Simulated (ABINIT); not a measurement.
## BN (Qingsongite): G0W0 in ABINIT against the screening cutoff in the self-energy

Aim: move the screening cutoff in the self-energy of a G0W0 run on BN (Qingsongite) over a wide range.

Program: ABINIT 10.8.3. Level of theory: LDA and many-body steps on it, plane waves. Results are calculated unless marked as measured.

This is a report of a sequence of runs, with most program output left out.

### Step 1. The structure

It takes space group F-43m (No. 216, cubic). The conventional cell has a = 3.615 Å, b = 3.615 Å, c = 3.615 Å, α = 90.00°, β = 90.00°, γ = 90.00°. Nearest to B lie 4 N at 1.57 Å. Nearest to N lie 4 B at 1.57 Å. Farther neighbours and most contacts between anions are not listed.

The cell and positions come from the Crystallography Open Database and are kept as given unless a step says otherwise.

### Step 2. Screening, 6×6×6 mesh, 79 bands, screening to 217.7 eV

This step: ABINIT 10.8.3; RPA screening on LDA, plane waves, norm-conserving pseudopotentials.

The RPA dielectric matrix is built and inverted for each q.

The input, run.abi:

```
acell 3*1.0 Angstrom
rprim 
  -0.000000000000 1.807500000000 1.807500000000
  1.807500000000 0.000000000000 1.807500000000
  1.807500000000 1.807500000000 -0.000000000000
ntypat 2
znucl 5 7
natom 2
typat 1 2
xred 
  0.000000000000 0.000000000000 0.000000000000
  0.250000000000 0.250000000000 0.250000000000
pp_dirpath "pseudos"
pseudos "B.upf, N.upf"
ecut 36
ngkpt 6 6 6
nshiftk 1
shiftk 0 0 0
kptopt 1
chksymbreak 0
istwfk *1
occopt 1
irdwfk 1
optdriver 3
nband 79
ecuteps 8
inclvkb 2
awtr 1
symchi 1
indata_prefix "in"
outdata_prefix "out"
tmpdata_prefix "tmp"
```

Run with:

```console
$ OMP_NUM_THREADS=1 mpirun -n 4 abinit run.abi > log
```

Run time: 8.5 s. Hardware: 4 MPI ranks of Arm Neoverse V2, shared host; peak memory 0.47 GiB.

Numbers from this step:

```yaml
eps_infinity_with_local_fields_on_this_mesh_along_the_program_s_q_direction: 4.447
the_same_without_local_fields: 4.790
plasma_frequency: 30.56 eV
plane_waves_in_the_screening_matrix: 65
```

Local fields lower ε∞ by 7 %. On a Γ-centred mesh this coarse the value itself is usually too large, while a short band sum pulls it down.

### Step 3. 0.8 Ha

This step: G0W0 on LDA, plane waves, norm-conserving pseudopotentials.

run.abi, as its differences from that of step 2:

```diff
@@ -23,8 +23,17 @@
 irdwfk 1
-optdriver 3
+optdriver 4
 nband 79
-ecuteps 8
-inclvkb 2
-awtr 1
-symchi 1
+gwcalctyp 0
+ecutsigx 36
+symsigma 1
+nkptgw 2
+kptgw 
+  0.0000000000 0.0000000000 0.0000000000
+  0.5000000000 0.5000000000 0.0000000000
+bdgw 
+  2 7
+  3 6
+ecuteps 0.8
+irdscr 1
+ppmodel 1
 indata_prefix "in"
```

The job ended after 1.8 s (4 MPI ranks; peak memory 0.09 GiB; 6.7 s of CPU time).

Numbers from this step:

- G0W0 gap on the points computed: 6.903 eV
- starting gap on the mesh: 4.420 eV
- k of the valence top: 0, 0, 0
- k of the conduction bottom: 0.5, 0.5, 0
- Z at the valence top: 0.885
- Z at the conduction bottom: 0.889
- least direct G0W0 gap on the computed points: 12.16 eV

### Step 4. 1.6 Ha

run.abi, as its differences from that of step 3:

```diff
@@ -35,3 +35,3 @@
   3 6
-ecuteps 0.8
+ecuteps 1.6
 irdscr 1
```

Elapsed: 1.8 s, on 4 MPI ranks; peak memory 0.09 GiB.

Numbers from this step:

```
G0W0 gap on the points computed              : 6.11 eV
starting gap on the mesh                     : 4.420 eV
k of the valence top                         : 0, 0, 0
k of the conduction bottom                   : 0.5, 0.5, 0
Z at the valence top                         : 0.857
Z at the conduction bottom                   : 0.867
least direct G0W0 gap on the computed points : 11.17 eV
```

### Step 5. 2.8 Ha

The self-energy is evaluated for the states that the input lists, and the levels follow from it, in one-shot runs by the linearised quasiparticle equation.

run.abi, as its differences from that of step 4:

```diff
@@ -35,3 +35,3 @@
   3 6
-ecuteps 1.6
+ecuteps 2.8
 irdscr 1
```

It took 1.8 s on 4 MPI ranks; peak memory 0.09 GiB.

Numbers from this step:

```yaml
g0w0_gap_on_the_points_computed: 5.92 eV
starting_gap_on_the_mesh: 4.420 eV
k_of_the_valence_top: 0, 0, 0
k_of_the_conduction_bottom: 0.5, 0.5, 0
least_direct_g0w0_gap_on_the_computed_points: 10.82 eV
```

The gap on the mesh goes from 4.42 eV to 5.92 eV, a correction of +1.50 eV.

### Step 6. 4 Ha

run.abi, as its differences from that of step 5:

```diff
@@ -35,3 +35,3 @@
   3 6
-ecuteps 2.8
+ecuteps 4
 irdscr 1
```

Wall time 2.1 s (4 MPI ranks); peak memory 0.1 GiB; 7.9 s of CPU time.

Numbers from this step:

- G0W0 gap on the points computed: 5.957 eV
- starting gap on the mesh: 4.420 eV
- k of the valence top: 0, 0, 0
- k of the conduction bottom: 0.5, 0.5, 0
- least direct G0W0 gap on the computed points: 10.77 eV

Against the run before, the gap moves by +0.037 eV.

### Step 7. 6 Ha

run.abi, as its differences from that of step 6:

```diff
@@ -35,3 +35,3 @@
   3 6
-ecuteps 4
+ecuteps 6
 irdscr 1
```

Run time: 2.5 s. Hardware: 4 MPI ranks; peak memory 0.1 GiB.

This step gave:

* G0W0 gap on the points computed: 6.162 eV
* starting gap on the mesh: 4.420 eV
* k of the valence top: 0, 0, 0
* k of the conduction bottom: 0.5, 0.5, 0
* least direct G0W0 gap on the computed points: 10.89 eV

Against the run before, the gap moves by +0.205 eV.

### Step 8. 8 Ha

run.abi, as its differences from that of step 7:

```diff
@@ -35,3 +35,3 @@
   3 6
-ecuteps 6
+ecuteps 8
 irdscr 1
```

Elapsed: 2.5 s, on 4 MPI ranks; peak memory 0.12 GiB.

Numbers from this step:

```yaml
g0w0_gap_on_the_points_computed: 6.177 eV
starting_gap_on_the_mesh: 4.420 eV
k_of_the_valence_top: 0, 0, 0
k_of_the_conduction_bottom: 0.5, 0.5, 0
least_direct_g0w0_gap_on_the_computed_points: 10.90 eV
```

Against the run before, the gap moves by +0.015 eV.

### Step 9. Side by side

Times are wall times on 4 MPI ranks of Arm Neoverse V2, shared host, good to a factor of about two. A run's time includes the screening step that it read.

```
   run   mesh  bands  screening cutoff (eV)  DFT gap (eV)  gap on the mesh (eV)  direct (eV)  ε∞ used  time
0.8 Ha  6×6×6     79                   21.8         4.420                 6.903       12.164     4.45  10 s
1.6 Ha  6×6×6     79                   43.5         4.420                 6.110       11.167     4.45  10 s
2.8 Ha  6×6×6     79                   76.2         4.420                 5.920       10.819     4.45  10 s
  4 Ha  6×6×6     79                  108.8         4.420                 5.957       10.773     4.45  11 s
  6 Ha  6×6×6     79                  163.3         4.420                 6.162       10.888     4.45  11 s
  8 Ha  6×6×6     79                  217.7         4.420                 6.177       10.897     4.45  11 s
```

### Step 10. What came out

* 0.8 Ha: 6.903 eV
* 1.6 Ha: 6.110 eV
* 2.8 Ha: 5.920 eV
* 4 Ha: 5.957 eV
* 6 Ha: 6.162 eV
* 8 Ha: 6.177 eV
* known limits: not at the basis limit; coarse k mesh

What this shows: The setting moved: screening cutoff in the self-energy. From 0.8 Ha to 8 Ha the gap moves by −0.73 eV, not steadily: it passes through 5.92 eV. The last step still moves it by +0.015 eV. Bands and screening cutoff are coupled, so a series along one setting does not show full convergence. Bands and cutoff are finite, so the gap is not at the basis limit. The miss can reach some tenths of an eV and take either sign; the mesh is an error of its own. In the first G0W0 run levels were corrected at 2 k points alone, so a gap called «on the mesh» is the least over those, and an edge elsewhere would be missed. The 6×6×6 mesh is coarse for this cell, which bears on the long-range parts of exchange and screening.

[Paths, hosts, dates, memory and timing lines, banners, echoed tables and standing remarks are left out of the program output.]

[Logs are printed without paths, hosts, clocks, repeated set-up lines and the standing remarks that a program may print on its own settings, such as how far it seeks lower states.]

[Runs of the session that timed out or met a known fault of the program may be left out.]

[No measured gap is set beside runs whose start may be inverted or whose files or cutoffs have a known fault.]

[Hosts, paths, dates, database ids (printed as entryN), source tags and the programs' standing remarks are cut or masked in the printed files.]

[G0W0 gaps are taken among the corrected bands and points alone; a level outside them can change the order at an edge.]

[Where Ansatz stands beside ABINIT at settings called matched, ABINIT's density can come from a denser mesh and the files from another edition; pairs whose starting gaps differed by over 0.03 eV were left out, so agreement reads better than it is.]
